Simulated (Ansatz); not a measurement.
## Phonon transport in Sr2C (hypothetical, Fm-3m): A second relaxation

Ansatz 0.2.0; DFT LDA, scalar-relativistic, plane waves, PAW.

The structure is cubic, space group Fm-3m (No. 225). Conventional cell: a = 6.510 Å, b = 6.510 Å, c = 6.510 Å, α = 90.00°, β = 90.00°, γ = 90.00°. Sr has 4 C at 2.82 Å nearest. Nearest to C lie 8 Sr at 2.82 Å. Farther neighbours are not listed.

Little changed from the start: no atom moved by 0.005 Å and no cell edge by 0.1 %.

Numbers from this step:

```yaml
pressure: 0.004540 GPa
```

Valence density in the ac plane of the cell as run, not the conventional one, at fractional y = 0.000, with atoms of C within 0.2 Å of it. It is the smooth field of the valence electrons, not physical close to the nuclei.

Values in e/Å³, 14 rows by 14 columns, each cell a mean:
```
1.6 1.5 1.0 0.4 0.2 0.1 0.1 0.1 0.1 0.1 0.2 0.3 0.7 1.3
1.1 1.2 0.9 0.5 0.2 0.2 0.1 0.2 0.2 0.2 0.1 0.2 0.4 0.7
0.5 0.6 0.6 0.4 0.2 0.2 0.2 0.3 0.4 0.3 0.2 0.2 0.2 0.3
0.2 0.3 0.3 0.2 0.2 0.1 0.2 0.3 0.6 0.6 0.4 0.2 0.1 0.2
0.1 0.2 0.2 0.2 0.1 0.1 0.1 0.3 0.5 0.7 0.6 0.3 0.2 0.1
0.1 0.1 0.2 0.2 0.1 0.1 0.1 0.1 0.3 0.5 0.6 0.4 0.2 0.1
0.1 0.1 0.2 0.2 0.2 0.1 0.1 0.1 0.1 0.3 0.3 0.3 0.2 0.1
0.1 0.1 0.2 0.4 0.5 0.3 0.2 0.1 0.1 0.1 0.2 0.2 0.1 0.1
0.1 0.1 0.2 0.5 0.7 0.6 0.3 0.1 0.1 0.1 0.1 0.2 0.2 0.1
0.2 0.1 0.2 0.4 0.6 0.7 0.5 0.2 0.1 0.1 0.2 0.2 0.2 0.2
0.3 0.2 0.2 0.2 0.4 0.5 0.4 0.2 0.2 0.2 0.2 0.4 0.5 0.4
0.7 0.4 0.2 0.2 0.2 0.2 0.2 0.2 0.2 0.2 0.3 0.6 0.9 1.0
1.3 0.8 0.4 0.2 0.1 0.1 0.1 0.1 0.1 0.2 0.3 0.6 1.2 1.5
1.6 1.3 0.7 0.3 0.2 0.1 0.1 0.1 0.1 0.1 0.2 0.5 1.1 1.6
```
Columns run along a (4.6 Å), rows up along c (4.6 Å). Atoms in or near the plane, at fractional coordinates: C at (0.00, 0.00).

ELF in the ac plane of the cell as run, not the conventional one, at fractional y = 0.000, with atoms of C within 0.2 Å of it. It is the smooth field of the valence electrons, not physical close to the nuclei.

Values, 14 rows by 14 columns, each cell a mean:
```
0.25 0.46 0.77 0.78 0.54 0.20 0.07 0.05 0.06 0.12 0.39 0.71 0.79 0.61
0.70 0.70 0.79 0.79 0.56 0.22 0.11 0.17 0.20 0.15 0.16 0.43 0.71 0.79
0.79 0.80 0.80 0.77 0.55 0.22 0.14 0.36 0.52 0.45 0.22 0.18 0.43 0.71
0.63 0.69 0.69 0.66 0.50 0.21 0.13 0.44 0.72 0.75 0.56 0.22 0.16 0.39
0.27 0.33 0.34 0.33 0.29 0.16 0.09 0.31 0.67 0.80 0.75 0.45 0.15 0.12
0.07 0.11 0.13 0.14 0.12 0.09 0.05 0.13 0.42 0.67 0.72 0.52 0.20 0.06
0.03 0.08 0.17 0.26 0.22 0.12 0.04 0.04 0.13 0.31 0.44 0.36 0.17 0.05
0.04 0.09 0.31 0.59 0.63 0.45 0.17 0.04 0.05 0.09 0.13 0.14 0.11 0.07
0.12 0.09 0.28 0.65 0.79 0.73 0.45 0.12 0.09 0.16 0.21 0.22 0.22 0.20
0.39 0.18 0.17 0.48 0.75 0.79 0.63 0.22 0.12 0.29 0.50 0.55 0.56 0.54
0.71 0.47 0.19 0.20 0.48 0.65 0.59 0.26 0.14 0.33 0.66 0.77 0.79 0.78
0.80 0.74 0.50 0.19 0.17 0.28 0.31 0.17 0.13 0.34 0.69 0.80 0.79 0.77
0.57 0.77 0.74 0.47 0.18 0.09 0.09 0.08 0.11 0.33 0.69 0.80 0.70 0.46
0.13 0.57 0.80 0.71 0.39 0.12 0.04 0.03 0.07 0.27 0.63 0.79 0.70 0.25
```
Columns run along a (4.6 Å), rows up along c (4.6 Å). Atoms in or near the plane, at fractional coordinates: C at (0.00, 0.00).

Electrostatic potential energy in the ac plane of the cell as run, not the conventional one, at fractional y = 0.000, with atoms of C within 0.2 Å of it. With pseudopotentials it is smooth inside the atoms' cores, unlike the true potential.

Ten even steps from '0' (-46 eV) to '9' (12 eV), each cell a mean:
```
00699999999982
44799998889998
98999998788999
99999998777899
99999998767889
99999998877789
99888899888889
98877889999999
99877788999999
99887778999999
99988778999999
89998888999976
27999989999840
02899999999940
```
Columns run along a (4.6 Å; values clipped at the 3rd and 97th percentile), rows up along c (4.6 Å). Atoms in or near the plane, at fractional coordinates: C at (0.00, 0.00).

**Question.** Which input gives these results?

The system, level and task follow from the heading and the kind of results. Meshes, cutoffs and thresholds can't be read from the results; these are the ones that the run used.

input.yaml

```yaml
crystal:
  lattice:
    - [0.0, 3.2550652135, 3.2550652135]
    - [3.2550652135, 0.0, 3.2550652135]
    - [3.2550652135, 3.2550652135, 0.0]
  atoms:
    - { symbol: Sr, position: [0.25, 0.25, 0.25] }
    - { symbol: Sr, position: [0.75, 0.75, 0.75] }
    - { symbol: C, position: [0.0, 0.0, 0.0] }
kpoints:
  mp_grid: { grid: [12, 12, 12] }
hamiltonian:
  xc: lda
scf:
  occupations: { method: gaussian, width: 0.1 }
output:
  forces: true
  stress: true
  eigenvalues: true
  write_density: true
  write_potential: true
  elf: true
  volumetric_format: npy
relax:
  adjacent_minimum: "off"
  f_tol: 0.005
  max_steps: 80
  cell: { stress_tol: 0.05 }
```

Run with:

```
> ansatz run input.yaml --threads 4 --pin off --max-ram 16384MiB --backend cpu --events-out ev --progress --plain --runs-dir out
```

[Logs are printed without paths, hosts, clocks, repeated set-up lines and the standing remarks that a program may print on its own settings, such as how far it seeks lower states.]

[Hosts, paths, dates, database ids (printed as entryN), source tags and the programs' standing remarks are cut or masked in the printed files.]

[A step with changed settings may run another functional than the one named; its input shows which.]

[Pressures of single members of a volume series are the stress at the run's cutoff; with an incomplete basis they can lie off −dE/dV of the same runs, and they are not shown converged.]
